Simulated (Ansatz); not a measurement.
# How Y(0001) screens a field, part 2 of 2

Aim: image plane and induced charge of Y(0001).

Ansatz 0.2.0; plane-wave DFT, PBE, Ansatz PAW.

So far. Step 7 (Single point, field 0.2 V/Å): The dipole is 0.216 e·Å. Step 8 (Atoms held, field -0.2 V/Å): The dipole is -0.216 e·Å.

**9. Atoms held, field 0.4 V/Å**

The input, input.yaml:

```yaml
crystal:
  lattice:
    - [3.65, 0.0, 0.0]
    - [1.825, 3.1609927238, 0.0]
    - [0.0, 0.0, 29.4683]
  atoms:
    - { symbol: "Y", position: [0.0, 0.0, 0.3054129353] }
    - { symbol: "Y", position: [0.6666666667, 0.6666666667, 0.4027064676] }
    - { symbol: "Y", position: [0.0, 0.0, 0.5] }
    - { symbol: "Y", position: [0.6666666667, 0.6666666667, 0.5972935324] }
    - { symbol: "Y", position: [0.0, 0.0, 0.6945870647] }
kpoints:
  mp_grid: { grid: [18, 18, 1] }
hamiltonian:
  xc: pbe
scf:
  occupations: { method: fermi_dirac, width: 0.1 }
  convergence: { dr2_threshold: 1.0e-10 }
efield:
  axis: 3
  dipole_correction: true
  ramp_position: 0.97
  ramp_width: 0.06
  amplitude: 0.4
output:
  forces: true
  write_potential: true
  write_density: true
  volumetric_format: npy
  elf: true
```

Launch:

```bash
$ ansatz run input.yaml --threads 2 --pin off --max-ram 3072MiB --backend cpu --events-out ev --progress --plain --runs-dir out
```

Numbers of over 12 decimals in the logs are rounded to 6 here.

Output:

```text
[...]
Crystal: 5 atoms, lattice volume = 339.994 Å³
Basis set: ecut = 420 eV, 6519 PW (Γ), exchange–correlation on 50×50×400 points (8 copies of the dense FFT grid, shifted against one another)
Bands: 33, of which v1, the nominal top of the filled ones, is band 28 counted from 1 (27 counted from 0)
Symmetry: 6 space group operations
k-points: 37 of 324 (time reversal used)
[...]
k-point 0: bands = [... 24 lower, 0.8811, 2.9546, 3.1622, 3.6202, 3.6905, 4.1942, 4.4306, 4.4306, ... 6 higher]
  k-point 1: bands = [... 24 lower, 0.9433, 2.9657, 3.1616, 3.5545, 3.6507, 4.1727, 4.3467, 4.3632, ... 6 higher]
  k-point 2: bands = [... 24 lower, 1.1226, 2.9839, 3.1427, 3.3790, 3.5577, 4.0767, 4.0906, 4.1822, ... 6 higher]
  k-point 36: bands = [... 24 lower, 2.3584, 2.4584, 2.4637, 2.7660, 2.8681, 3.1643, 3.3425, 3.3728, ... 6 higher]
[key lines of the parts left out:]
SCF converged after 17 iterations
Free energy (F): -19242.152015 eV
Fermi energy:    2.874732 eV
Dipole field:    D = 0.230521 V/Å  (p = 0.433132 e·Å, saw-weighted, corrected)
```

Wall time 49 s (2 threads of Arm Neoverse V1, shared host); peak memory 0.68 GiB; 97 s of CPU time.

Running mean over 2.867 Å of the planar mean, with the applied field; the ramp of the sawtooth is left out. Electron's electrostatic potential energy less the Fermi level against z:

```
z (Å)  electron's electrostatic potential energy less the Fermi level (eV)
    4                                                                 2.53
    5                                                                 2.85
    6                                                                 2.86
    7                                                                 1.14
    8                                                                -4.04
    9                                                                -5.82
   10                                                                -5.57
   11                                                                -5.43
   12                                                                -5.47
   13                                                                -5.52
   14                                                                -5.55
   15                                                                -5.56
   16                                                                -5.54
   17                                                                -5.50
   18                                                                -5.45
   19                                                                -5.49
   20                                                                -5.75
   21                                                                -5.51
   22                                                                -1.23
   23                                                                 2.68
   24                                                                 3.67
   25                                                                 4.14
   26                                                                 4.55
```

The dipole is 0.433 e·Å.

**10. The response**

This step: plane-wave DFT, PBE, Ansatz PAW; screening of a field by a metal slab (Ansatz 0.2.0).

The dipoles give the slope, and the difference of two potentials shows where the field is screened.

This step gave:

| Property | Result |
| --- | --- |
| equivalent conductor thickness p/(ε₀AE) | 16.93 Å |
| distance between the outer atoms | 11.47 Å |
| inner field over outer field | -0.002843 |
| image plane, upper face | 2.697 Å |
| induced electrons on the upper face over ε₀E | -1.001 |
| image plane, lower face | 2.697 Å |
| induced electrons on the lower face over ε₀E | 1.001 |

Table of dipole of the cell by applied field:

```
applied field (V/Å)  dipole of the cell (e·Å)
             -0.200                    -0.216
             -0.100                    -0.108
             -0.050                   -0.0540
              0.000                         0
              0.050                    0.0540
              0.100                     0.108
              0.200                     0.216
              0.400                     0.433
```

Local field over the applied field, running mean. From the potentials at -0.05 and 0.05 V/Å; running mean over 2.867 Å. Table of local field over applied field by z:

z (Å), local field over applied field and a bar from the least value:
```
        5      0.902 ############################
        6      0.670 ######################
        7      0.285 ##########
        8      0.017 ##
        9     -0.061 
       10     -0.005 ##
       11     -0.003 ##
       12     -0.005 ##
       13      0.000 ##
       14     -0.003 ##
       15     -0.003 ##
       16     -0.002 ##
       17     -0.001 ##
       18     -0.007 ##
       19      0.005 ##
       20     -0.038 #
       21     -0.043 #
       22      0.134 ######
       23      0.494 ################
       24      0.820 ##########################
       25      0.954 ##############################
```

The induced electron density oscillates, so the rows of the table below give means over windows of 2.65 Å about each position, cut where the curve ends. Its maxima inside the range that stand out by 2 % of the span (Å: e/Å³ per V/Å): 7.1: 0.00370, 9.7: 7.7e-4, 12.5: 1.2e-4, 18.3: 4.0e-4, 20.9: 0.00191. Its minima: 8.5: -0.00191, 11.2: -4.0e-4, 16.9: -1.2e-4, 19.7: -7.7e-4, 22.4: -0.00370.

Electrons, planar mean, per unit field. The induced electron density by z; means over each step:

z (Å), induced electron density (e/Å³ per V/Å) and a bar from the least value:
```
     5.45    0.00117 ##############################
     8.10    0.00075 #########################
    10.75    0.00012 #################
    13.40    0.00002 ###############
    16.05   -0.00002 ###############
    18.70   -0.00012 ##############
    21.35   -0.00073 ######
    24.00   -0.00119
```

By hand: between -0.05 and 0.05 V/Å the dipole changes by 0.1080 e·Å, a slope of 1.080 e·Å²/V. A perfect conductor of thickness t has p = ε₀AEt, so t = 180.95 × 1.080 / 11.538 = 16.93 Å (e/ε₀ = 180.95 V·Å, A in Å²). Less the 11.47 Å between the outer atoms, and halved, that puts each image plane 2.73 Å out.

The induced dipole is that of a conductor 16.93 Å thick.

**11. A changed input: accuracy = "medium" and basis.xc_grid = 3**

This step: plane-wave DFT, PBE, Ansatz PAW (Ansatz 0.2.0).

A run with a changed input: it repeats the earlier run at 0.05 V/Å with accuracy to medium and basis.xc_grid to 3.

input.yaml: that of step 9 with these lines changed.

```diff
@@ -23,3 +23,3 @@
   ramp_width: 0.06
-  amplitude: 0.4
+  amplitude: 0.05
 output:
@@ -29,2 +29,4 @@
   volumetric_format: npy
-  elf: true
+accuracy: medium
+basis:
+  xc_grid: 3
```

Output:

```text
[...]
Crystal: 5 atoms, lattice volume = 339.994 Å³
Basis set: ecut = 420 eV, 6519 PW (Γ), exchange–correlation on 75×75×600 points (27 copies of the dense FFT grid, shifted against one another)
Bands: 33, of which v1, the nominal top of the filled ones, is band 28 counted from 1 (27 counted from 0)
Symmetry: 6 space group operations
k-points: 37 of 324 (time reversal used)
[...]
SCF iter   1: F=—  HF=-19244.256523 eV  |F-HF|=—  |Δ(HF+E_count)|=         —  Δρ=1.89e-2  dr2=4.01e1  ethr=3.10e-3  p=0.048 e·Å  D=2.57e-2 V/Å  ΔV_dip=-0.76 eV  dr2_dipole=7.50e-8  V_vac-E_F(+/−)=6.52/5.92 eV  ⟨swp⟩=8.4  Hψ=5553  notcnv=0
[...]
SCF iter  14: F=-19242.066876 eV  HF=-19242.066876 eV  |F-HF|=7.28e-11  |Δ(HF+E_count)|=  1.09e-11  Δρ=8.18e-8  dr2=8.76e-11  ethr=1.00e-12  p=0.054 e·Å  D=2.87e-2 V/Å  ΔV_dip=-0.85 eV  dr2_dipole=1.92e-12  V_vac-E_F(+/−)=3.61/3.10 eV  ⟨swp⟩=9.6  Hψ=8834  notcnv=0
SCF 1 converged in 14 iterations: F = -19242.066876 eV  dr2 = 8.76e-11
[...]
SCF converged after 14 iterations
Free energy (F): -19242.066876 eV
[...]
Internal energy: -19241.699533 eV  (E = F + TS)
E sigma→0 (E₀):  -19241.883204 eV
Entropy (-TS):   -0.367344 eV (-73.469 meV/atom)
Fermi energy:    2.904875 eV
Dipole field:    D = 0.028730 V/Å  (p = 0.053982 e·Å, saw-weighted, corrected)
Work function:   not extracted (applied field tilts the vacuum); planar V_es + V_field profile in the machine report
[...]
--- Forces (eV/Å), atoms counted from 1 ---
  atom   1  Y      0.00000000    -0.00000000     0.17614721
  atom   2  Y     -0.00000000     0.00000000    -0.17724521
  atom   3  Y     -0.00000000    -0.00000000    -0.00078908
  atom   4  Y     -0.00000000     0.00000000     0.17918516
  atom   5  Y      0.00000000    -0.00000000    -0.17729916
  max |Σ_I F_I| component: 1.08e-6 eV/Å
--- Band table (eV; the first three rows and the last of 37) ---
  k-point 0: bands = [... 24 lower, 0.9110, 3.0723, 3.0985, 3.6504, 3.7199, 4.2247, 4.4640, 4.4640, ... 6 higher]
  k-point 1: bands = [... 24 lower, 0.9732, 3.0787, 3.1032, 3.5845, 3.6800, 4.2034, 4.3840, 4.3871, ... 6 higher]
  k-point 2: bands = [... 24 lower, 1.1524, 3.0778, 3.1051, 3.4087, 3.5860, 4.1124, 4.1159, 4.2137, ... 6 higher]
  k-point 36: bands = [... 24 lower, 2.3884, 2.4888, 2.4934, 2.7959, 2.8976, 3.1940, 3.3707, 3.4090, ... 6 higher]
```

Run time: 39 s. Hardware: 2 threads; peak memory 0.76 GiB.

Numbers from this step:

```
energy at zero smearing : -19241.8832 eV
dipole along the normal : 0.05398 e·Å
```

Force by atom:

```
atom  x (eV/Å)  y (eV/Å)  z (eV/Å)   size
  Y1     0.000     0.000     0.176  0.176
  Y2     0.000     0.000    -0.177  0.177
  Y3     0.000     0.000    -0.001  0.001
  Y4     0.000     0.000     0.179  0.179
  Y5     0.000     0.000    -0.177  0.177
```

```
                     quantity  this run  earlier run  difference
dipole along the normal (e·Å)   0.05398      0.05398      4.3e-7
```

The dipole moves by under 0.5 % or 5e-5 e·Å.

**12. What came out**

- work function: 3.37 eV
- image plane, upper face: 2.70 Å
- induced electrons on the upper face over ε₀E: -1.00
- equivalent conductor thickness p/(ε₀AE): 16.9 Å
- inner field over outer field: -0.00284

The induced charge has its centre 2.70 Å outside the outermost atoms; this is the plane from which a capacitor's gap or an image potential counts. The equivalent conductor thickness exceeds the distance between the outer atoms by 5.47 Å, about the sum of the two image-plane distances. In the middle of the slab the field is screened to under 0.5 % of its outer value. The atoms are held at bulk positions with the tabulated experimental lattice constant.

[Logs are printed without paths, hosts, clocks, repeated set-up lines and the standing remarks that a program may print on its own settings, such as how far it seeks lower states.]

[Hosts, paths, dates, database ids (printed as entryN), source tags and the programs' standing remarks are cut or masked in the printed files.]

[Maps of the electrostatic potential energy from Ansatz leave out the sawtooth potential of an applied field or a dipole correction, so their vacuum need not be flat; planar profiles and work functions include it.]
